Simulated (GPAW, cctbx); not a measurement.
## Al2GaRu2: deformation density and structure factors from DFT

Question: by how much does bonding change the X-ray structure factors of Al2GaRu2, and what does a routine refinement make of it?

The cell comes from substitution in a known structure type and wasn't matched to any measured phase. All numbers below are calculated.

## Step 1: Relax the structure

The density hangs on the geometry, so cell and atoms are relaxed first, with the symmetry held. The cutoff is set higher than for the density because stress converges slowly with plane waves.

Settings: GPAW 26.7.0, PBE, 570 eV, 6×3×3 k-points (along the axes of the calculation cell), Fermi–Dirac width 0.1 eV, BFGS to 0.03 eV/Å.

```text
cell
1.0
     0.000000000    0.000000000    3.173000000
     6.687000000    0.000000000    0.000000000
     0.000000000    6.687000000    0.000000000
Ru Ga Al
4 2 4
Direct
0.000000000 0.873700000 0.626300000
0.000000000 0.626300000 0.126300000
0.000000000 0.126300000 0.373700000
0.000000000 0.373700000 0.873700000
0.000000000 0.500000000 0.500000000
0.000000000 0.000000000 0.000000000
0.500000000 0.667400000 0.832600000
0.500000000 0.832600000 0.332600000
0.500000000 0.332600000 0.167400000
0.500000000 0.167400000 0.667400000
```

```console
$ OMP_NUM_THREADS=1 mpirun -n 4 gpaw python run.py > gpaw.log
```

```text
BFGS:    0      -60.678717        4.437215
BFGS:    1      -61.590217        2.388330
BFGS:    2      -62.190716        1.339696
BFGS:    3      -62.468333        1.544390
...
BFGS:    8      -63.154244        0.059684
BFGS:    9      -63.154264        0.055282
BFGS:   10      -63.154533        0.028872
cell  3.2178 6.8110 6.8110  90.00 90.00 90.00
volume 149.275 A^3, largest force 0.012 eV/A, largest stress 0.31 GPa
```

After 10 steps the volume has changed by +5.2 % and the energy by -2.476 eV; the largest stress left is 0.31 GPa. It took 3 min on 4 cores of Arm Neoverse V1 (shared host), peak memory 1.2 GiB.

Relaxed structure: P4/mbm (no. 127), a = 6.8110 Å, b = 6.8110 Å, c = 3.2178 Å, α = 90.00°, β = 90.00°, γ = 90.00°.

```
atom  mult.       x       y    z
 Ru1      4  0.8425  0.6575    0
 Ga1      2     1/2     1/2    0
 Al1      4  0.6410  0.8590  1/2
```

## Step 2: The all-electron density

X-rays see the whole electron density, so the PAW density is rebuilt with its core regions. Subtracting spherical free atoms from the same code cancels the cores and leaves the deformation density Δρ, the part due to bonding.

Settings: PBE, 450 eV, 7×4×4 k-points (along the axes of the calculation cell), Fermi–Dirac width 0.1 eV; primitive cell of 10 atoms.

```console
$ OMP_NUM_THREADS=1 mpirun -n 4 gpaw python run.py > gpaw.log
```

```text
|iter:   1|       0s |  -65.310363 | +0.36 |       |
|iter:   2|       2s |  -64.687720 | -1.54 | -1.05 |
|iter:   3|       4s |  -62.997356 | -0.99 | -1.11 |
...
|iter:   8|      14s |  -62.930415c| -5.64 | -3.56 |
|iter:   9|      16s |  -62.930416c| -7.06 | -4.33c|
|iter:  10|      18s |  -62.930416c| -7.49c| -4.78c|
```

```text
grid (32, 70, 70)  electrons 290.000  moved by bonding 2.255 e
deformation density beyond 0.5 A of the nuclei: max 0.071, min -0.512 e/A^3
atom        x       y       z   Voronoi charge  moment
Ru1    0.0000  0.8425  0.6575     -0.051       0.00
Ru2    0.0000  0.6575  0.1575     -0.051       0.00
Ru3    0.0000  0.1575  0.3425     -0.051       0.00
Ru4    0.0000  0.3425  0.8425     -0.051       0.00
Ga5    0.0000  0.5000  0.5000      0.133       0.00
Ga6    0.0000  0.0000  0.0000      0.134       0.00
Al7    0.5000  0.6410  0.8590     -0.016       0.00
Al8    0.5000  0.8590  0.3590     -0.016       0.00
Al9    0.5000  0.3590  0.1410     -0.016       0.00
Al10   0.5000  0.1410  0.6410     -0.016       0.00
mean inner potential of superposed free atoms 24.157 V
total magnetic moment 0.000 muB
```

Deformation density in a plane through the shortest contact of the Ru atom at the origin, in 0.01 e/Å³ (clipped at ±99); x from -1.6 to 4.1 Å, y from 2.4 down to -2.4 Å:

```text
 -4   4   6   2  -4   .   .  -5   0   3   4   4   4   3   0  -4
-36  -6   5   3  -2  -4  -5  -4   0   3   4   4   4   3  -2  -5
 -8   0   5   5   3   1  -1  -1   1   3   4   4   4   2  -2  -5
  4   4   4   3   5   6   3   2   2   2   2   2   2   2  -1  -5
  4   4  -2 -12  -1   2  -2   2   2  -1  -3  -3  -2   0   1   0
  3   3  -5 -38   . -23  -9   2   3  -3  -5   .  -6  -2   2   3
  3   3   1  -1   .   .   2   5   4  -3   .   .  -4  -3   2   4
  4   3  -5 -25   . -50 -13   3   5  -1  -4   .  -5  -2   3   4
  3   4   0  -3   1 -11  -6   3   5   3   1  -2  -2   0   2   3
 -3   3   4   3   3   2   3   5   4   5   6   4   2   2   2   2
 -8   2   4   3   3   4   5   2  -6  -5   5   0   1   2   1  -2
  0   2   4   2   1   3   4  -1 -21 -40  -5 -16  -2   3  -1  -5
-11   2   4   2   1   2   4   1  -2   .   .  -4   4   6   0  -4
```

Atoms in or within 0.15 Å of the plane: Ru (0.0, 0.0), Al (2.5, 0.0) Å. Dots mark points within about 0.45 Å of a nucleus; large values next to them are atomic features.

Ru gains most (-0.05 e) and Ga loses most (+0.13 e); Ru is the most electronegative element, but the order of the others doesn't follow electronegativity. Along the shortest contact from the Ru atom at the map's origin, Ru–Al at 2.52 Å, Δρ is +0.06 e/Å³ at the midpoint: little piles up between the atoms, as is usual in a metallic crystal, which this run finds. At the midpoints of other shortest contacts it is +0.05 (Ru–Ga, 2.57 Å), +0.01 (Al–Al, 2.72 Å), +0.04 (Ru–Ru, 3.03 Å) and +0.01 (Ga–Al, 3.08 Å) e/Å³. Point values carry grid noise of about 0.01 e/Å³. The run needed 10 iterations, 27 s.

## Step 3: From the density to structure factors

The Fourier components of Δρ, added to those of the free atoms, give the static X-ray structure factors; the Mott–Bethe relation turns them into the Fourier components V of the potential that fast electrons feel.

```text
static structure factors of the conventional cell: F in electrons, V (Mott-Bethe) in volts
   h  k  l      d  |F| table  |F| free   |F| DFT   change   |V| free  |V| DFT  change %
   1  1  0  4.8161     9.666     9.674    10.038    0.364     1.573    1.313    -16.5
   2  0  0  3.4055    14.863    14.768    15.020    0.252     1.235    1.145     -7.3
   0  0  1  3.2178   163.928   163.684   163.822    0.137     7.095    7.051     -0.6
   2  1  0  3.0460    84.284    84.065    84.021   -0.044     3.270    3.283      0.4
   1  1  1  2.6756    22.565    22.633    22.828    0.196     1.558    1.515     -2.8
   2  2  0  2.4081    72.590    72.487    72.195   -0.292     3.437    3.489      1.5
   2  0  1  2.3389     1.583     1.569     1.752    0.183     0.167    0.136    -18.5
   2  1  1  2.2121   129.863   129.733   129.005   -0.728     6.722    6.832      1.6
   3  1  0  2.1538   139.151   138.924   138.095   -0.830     6.752    6.870      1.8
   2  2  1  1.9280    64.478    64.275    64.059   -0.216     2.666    2.691      0.9
   3  2  0  1.8890     4.921     4.930     4.849   -0.080     0.082    0.073    -10.8
   3  1  1  1.7899    92.998    92.797    92.576   -0.221     3.472    3.493      0.6
   4  0  0  1.7028    68.492    68.642    68.307   -0.335     3.363    3.393      0.9
   4  1  0  1.6519    62.909    62.937    62.546   -0.392     2.382    2.414      1.4
```

The largest X-ray change is -0.83 e on 310, 0.6 % of |F|. For electrons V goes as (Z − F)/g², so a change of F counts against Z − F, which is small at low angle and wherever the atoms' terms cancel: |V| of 201 moves by -18.5 % (0.17 to 0.14 V) against +11.7 % in |F|. The last three rows still change by up to 0.39 e; the table stops while the angles are still low. The tabulated Hartree–Fock atoms differ from the free DFT atoms by up to 0.24 e, so the choice of reference atom matters too.

## Step 4: Refining ordinary atoms against data with bonding

Routine crystallography fits spherical atoms. To see the bias, intensities are simulated from tabulated atoms plus the DFT change ΔF, so that bonding alone can misfit (6522 reflections of the full sphere, merged to the counts below, to 0.45 Å, 1.5 % proportional noise plus counting noise, assumed isotropic U as listed, Δρ smeared by the mean U) and refined with cctbx over different ranges.

| range | data | R1 | GooF | U Ru1 (true 0.0029) | U Ga1 (true 0.0033) | U Al1 (true 0.0044) | largest shift (Å) | Δρ max, min (e/Å³) |
| --- | --- | --- | --- | --- | --- | --- | --- | --- |
| all data | 509 | 0.0040 | 0.98 | 0.0029 | 0.0033 | 0.0044 | 0.0000 | 0.32, -0.59 |
| low resolution, d > 0.84 | 89 | 0.0035 | 1.12 | 0.0027 | 0.0030 | 0.0040 | 0.0000 | 0.14, -0.18 |
| high order, d < 0.75 | 386 | 0.0041 | 0.92 | 0.0029 | 0.0033 | 0.0044 | 0.0000 | 0.25, -0.37 |
| occupancies free, d > 0.7 | 149 | 0.0036 | 1.11 | 0.0028 | 0.0032 | 0.0044 | 0.0000 | 0.16, -0.32 |

With all data GooF is 0.98, so at this noise the bonding hardly shows; the top residual peak, near noise level, lies 1.40 Å from Al and 1.40 Å from Al, between them. U of Ga1 is off by -9 % at low resolution and by +0 % from high-order data, where mostly the cores scatter (GooF 0.92). With Ru1 held at 1 and the scale free, the other occupancies refine to Ga1 1.001(0.001) and Al1 1.004(0.003), within three s.u. of full.

## Step 5: Answer

Bonding moves 2.25 e in the primitive cell of Al2GaRu2 and changes the structure factors of the conventional cell in the table above by at most 0.83 e (310, 0.6 %), and among reflections above 2 % of the strongest by up to 3.8 % (110). The shortest bond, Ru–Al, has Δρ = +0.06 e/Å³ at its midpoint, with no localised bond charge. With all data GooF is 0.98, so at this noise the bonding hardly shows. Limits: static density, frozen cores, no spin–orbit coupling.

[Outputs are excerpts: Python notices, other lines and further rows are left out; steps that failed or that the build refused (PBEsol, TPSS) are not shown.]

[Logs are printed without paths, hosts, clocks, repeated set-up lines and the standing remarks that a program may print on its own settings, such as how far it seeks lower states.]
